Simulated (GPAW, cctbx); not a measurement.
## How far are the atoms of Y2Ti from free atoms?

Question: by how much does bonding change the X-ray structure factors of Y2Ti, how firmly does DFT give the change, and what does a routine refinement make of it?

The cell comes from substitution in a known structure type and wasn't matched to any measured phase. All numbers below are calculated.

### 1. Relax the structure

The density hangs on the geometry, so cell and atoms are relaxed first, with the symmetry held. The cutoff is set higher than for the density because stress converges slowly with plane waves.

Settings: GPAW 26.7.0, PBE, 570 eV, 4×4×3 k-points (along the axes of the calculation cell), Fermi–Dirac width 0.1 eV, BFGS to 0.03 eV/Å.

```text
cell
1.0
     5.135000000    0.000000000    0.000000000
    -2.567500000    4.447040448    0.000000000
     0.000000000    0.000000000    6.304000000
Y Ti
4 2
Direct
0.666666667 0.333333333 0.250000000
0.333333333 0.666666667 0.750000000
0.000000000 0.000000000 0.500000000
0.000000000 0.000000000 0.000000000
0.666666667 0.333333333 0.750000000
0.333333333 0.666666667 0.250000000
```

```console
$ OMP_NUM_THREADS=1 mpirun -n 4 gpaw python run.py > gpaw.log
```

```text
BFGS:    0      -30.515887        1.366799
BFGS:    1      -30.562510        1.294842
BFGS:    2      -30.819592        0.752187
BFGS:    3      -30.912738        0.229331
...
BFGS:    6      -30.931036        0.169311
BFGS:    7      -30.935920        0.078175
BFGS:    8      -30.936541        0.029061
cell  5.2387 5.2387 6.7860  90.00 90.00 120.00
volume 161.285 A^3, largest force 0.000 eV/A, largest stress 0.17 GPa
```

The cell moved far, while the k-mesh and basis were chosen for the start, so the final shape may be somewhat biased.

After 8 steps the volume has changed by +12.0 % and the energy by -0.421 eV; the largest stress left is 0.17 GPa. It took 97 s on 4 cores of Intel(R) Xeon(R) Platinum 8488C (Sapphire Rapids) (shared host), peak memory 1 GiB.

Relaxed structure: P6_3/mmc (no. 194), a = 5.2387 Å, b = 5.2387 Å, c = 6.7860 Å, α = 90.00°, β = 90.00°, γ = 120.00°.

```csv
atom,mult.,x,y,z
Y1,2,2/3,1/3,1/4
Y2,2,0,0,1/2
Ti1,2,2/3,1/3,3/4
```

### 2. Density and charge transfer

X-rays see the whole electron density, so the PAW density is rebuilt with its core regions. Subtracting spherical free atoms from the same code cancels the cores and leaves the deformation density Δρ, the part due to bonding.

Settings: PBE, 450 eV, 5×5×4 k-points (along the axes of the calculation cell), Fermi–Dirac width 0.1 eV; primitive cell of 6 atoms.

```console
$ OMP_NUM_THREADS=1 mpirun -n 4 gpaw python run.py > gpaw.log
```

```text
|iter:   1|       0s |  -31.247775 | -0.32 |       |
|iter:   2|       1s |  -31.084180 | -2.24 | -1.34 |
|iter:   3|       2s |  -30.732756 | -1.87 | -1.40 |
...
|iter:  11|      11s |  -30.670328c| -6.46 | -4.30c|
|iter:  12|      13s |  -30.670344c| -7.24 | -4.52c|
|iter:  13|      14s |  -30.670354c| -7.49c| -4.93c|
```

```text
grid (54, 54, 70)  electrons 200.000  moved by bonding 0.982 e
deformation density beyond 0.5 A of the nuclei: max 0.083, min -0.067 e/A^3
atom        x       y       z   Voronoi charge  moment
Y 1    0.6667  0.3333  0.2500      0.035       0.00
Y 2    0.3333  0.6667  0.7500      0.035       0.00
Y 3    0.0000  0.0000  0.5000      0.085       0.00
Y 4    0.0000  0.0000  0.0000      0.085       0.00
Ti5    0.6667  0.3333  0.7500     -0.120       0.00
Ti6    0.3333  0.6667  0.2500     -0.120       0.00
mean inner potential of superposed free atoms 19.288 V
total magnetic moment 0.000 muB
```

Deformation density in a plane through the shortest contact of the Y atom at the origin, in 0.01 e/Å³ (clipped at ±99); x from -1.6 to 4.6 Å, y from 2.4 down to -2.4 Å:

```text
  .   .   1   2   3   3   1  -1  -1   1   2   1   0   1   .   .
  1   2   0   2   3   2   1   1   1   2   2   2   0   0   2  -1
  2  -1  -1   0   1   2   2   2   2   3   3   2   0  -1  -1   0
  2   0  -1  -1   0   0   1   2   3   3   3   1  -1  -1   0   1
  2   1  -1   1   1   0   0   1   2   2   2   1   0  -1   1   2
  2   0   1  -3   .  -2   0   0   0   1   1   .   6   1   2   3
  1   0   1   .   .  -5   1  -1  -1   0   8   .   .   1   3   3
  2   0   1  -3   .  -1   0   0   0   1   0   .   6   1   2   3
  2   1  -1   1   1   0   0   1   2   2   2   1   0  -1   1   2
  2   0  -1  -1   0   0   1   2   3   3   3   1  -1  -1   0   1
  2  -1  -1   0   2   2   2   2   2   3   3   2   0  -1  -1   0
  1   2   0   1   3   2   1   1   1   2   2   2   0   0   2  -1
  .   .   1   2   3   3   1  -1  -1   1   2   1   0   1   .   .
```

Atoms in or within 0.15 Å of the plane: Y (0.0, 0.0), Ti (3.0, 0.0) Å. Dots mark points within about 0.45 Å of a nucleus; large values next to them are atomic features.

Ti gains most (-0.12 e) and Y loses most (+0.06 e), in averages over each element's sites, as electronegativity suggests. Along the shortest contact from the Y atom at the map's origin, Y–Ti at 3.02 Å, Δρ is -0.01 e/Å³ at the midpoint; the highest value on the line, +0.08, lies at the edge of the range, 0.5 Å from Ti, and is an atomic rather than a bond feature: little piles up between the atoms, as is usual in a metallic crystal, which this run finds. At the midpoints of other shortest contacts it is -0.01 (Y–Y, 3.39 Å) e/Å³. Point values carry grid noise of about 0.01 e/Å³. The run needed 13 iterations, 23 s.

### 3. Structure factors

The Fourier components of Δρ, added to those of the free atoms, give the static X-ray structure factors; the Mott–Bethe relation turns them into the Fourier components V of the potential that fast electrons feel.

```text
static structure factors of the conventional cell: F in electrons, V (Mott-Bethe) in volts
   h  k  l      d  |F| table  |F| free   |F| DFT   change   |V| free  |V| DFT  change %
   1  0  0  4.5368    15.804    15.828    15.816   -0.012     0.685    0.693      1.1
   1  0  1  3.7716    26.822    26.892    26.822   -0.070     1.032    1.060      2.7
   0  0  2  3.3930    35.448    35.413    35.682    0.269     2.809    2.721     -3.1
   1  0  2  2.7172   110.574   110.499   110.210   -0.289     5.980    6.041      1.0
   1  1  0  2.6193   156.820   156.662   156.155   -0.507     8.450    8.549      1.2
   2  0  0  2.2684    14.330    14.360    14.510    0.150     0.386    0.364     -5.7
   2  0  1  2.1514    24.544    24.592    24.796    0.204     0.638    0.611     -4.2
   1  1  2  2.0734    29.647    29.558    29.454   -0.104     1.764    1.777      0.7
   1  0  3  2.0243    24.208    24.254    24.296    0.043     0.605    0.600     -0.8
   2  0  2  1.8858    97.777    97.726    97.959    0.233     4.171    4.148     -0.6
   2  1  0  1.7148    13.395    13.424    13.458    0.034     0.299    0.296     -1.0
   0  0  4  1.6965   133.441   133.449   133.688    0.239     5.443    5.424     -0.4
   2  1  1  1.6625    23.001    23.054    23.073    0.019     0.502    0.500     -0.3
   2  0  3  1.6017    22.760    22.814    22.787   -0.027     0.483    0.485      0.4
```

The largest X-ray change is -0.51 e on 110, 0.3 % of |F|. For electrons V goes as (Z − F)/g², so a change of F counts against Z − F, which is small at low angle and wherever the atoms' terms cancel: |V| of 200 moves by -5.7 % (0.39 to 0.36 V) against +1.0 % in |F|. The last three rows still change by up to 0.24 e; the table stops while the angles are still low. The tabulated Hartree–Fock atoms differ from the free DFT atoms by up to 0.16 e, so the choice of reference atom matters too.

### 4. The functional ladder

The same geometry is run with other functionals, to see whether the bonding signal is larger than the spread between approximations. Free atoms are LDA for LDA and PBE otherwise; meta-GGAs and hybrids keep PBE cores. Any other changed setting is in the row's label.

```csv
run,ΔF 110 (e),ΔF 102 (e),ΔF 002 (e),q(Ti) (e),moved (e),time
PBE,-0.507,-0.289,+0.269,-0.120,0.982,23 s
LDA,-0.469,-0.261,+0.298,-0.123,0.910,22 s
r2SCAN,-0.614,-0.366,+0.193,-0.136,1.199,49 s
```

At the base's settings ΔF(110) spans -0.614 to -0.469 e, a spread of 29 % of the PBE value; over the three listed reflections the spread is at most 39 %, so the sign holds and the size hangs on the functional. The run marked unsound (smearing far too wide) gave no density. Times are from shared hosts.

### 5. What a spherical-atom refinement makes of it

Routine crystallography fits spherical atoms. To see the bias, intensities are simulated from tabulated atoms plus the DFT change ΔF, so that bonding alone can misfit (10102 reflections of the full sphere, merged to the counts below, to 0.4 Å, 1 % proportional noise plus counting noise, assumed isotropic U as listed, Δρ smeared by the mean U) and refined with cctbx over different ranges.

| range | data | R1 | GooF | U Y1 (true 0.0039) | U Y2 (true 0.0039) | U Ti1 (true 0.0048) | largest shift (Å) | Δρ max, min (e/Å³) |
| --- | --- | --- | --- | --- | --- | --- | --- | --- |
| all data | 544 | 0.0040 | 1.02 | 0.0039 | 0.0039 | 0.0048 | 0.0000 | 0.20, -0.35 |
| low resolution, d > 0.84 | 74 | 0.0027 | 1.01 | 0.0039 | 0.0038 | 0.0047 | 0.0000 | 0.10, -0.11 |
| high order, d < 0.75 | 448 | 0.0047 | 1.03 | 0.0039 | 0.0039 | 0.0048 | 0.0000 | 0.18, -0.30 |
| occupancies free, d > 0.7 | 116 | 0.0027 | 0.97 | 0.0039 | 0.0038 | 0.0048 | 0.0000 | 0.10, -0.14 |

With all data GooF is 1.02, so at this noise the bonding hardly shows; the top residual peak, near noise level, lies 1.67 Å from Y and 1.82 Å from Ti. No U is off by more than 3 s.u. at low resolution. Symmetry fixes every coordinate, so the shifts are zero by construction. With Y1 held at 1 and the scale free, the other occupancies refine to Y2 1.000(0.001) and Ti1 0.999(0.001), within three s.u. of full.

### 6. Answer

Bonding moves 0.98 e in the primitive cell of Y2Ti and changes the structure factors of the conventional cell in the table above by at most 0.51 e (110, 0.3 %), and among reflections above 2 % of the strongest by up to 1.0 % (200). The shortest bond, Y–Ti, has Δρ = -0.01 e/Å³ at its midpoint, with no localised bond charge. At the base's settings ΔF(110) spans -0.614 to -0.469 e, a spread of 29 % of the PBE value; over the three listed reflections the spread is at most 39 %, so the sign holds and the size hangs on the functional. With all data GooF is 1.02, so at this noise the bonding hardly shows. Limits: static density, frozen cores, no spin–orbit coupling.

[Outputs are excerpts: Python notices, other lines and further rows are left out; steps that failed or that the build refused (PBEsol, TPSS) are not shown.]

[Logs are printed without paths, hosts, clocks, repeated set-up lines and the standing remarks that a program may print on its own settings, such as how far it seeks lower states.]
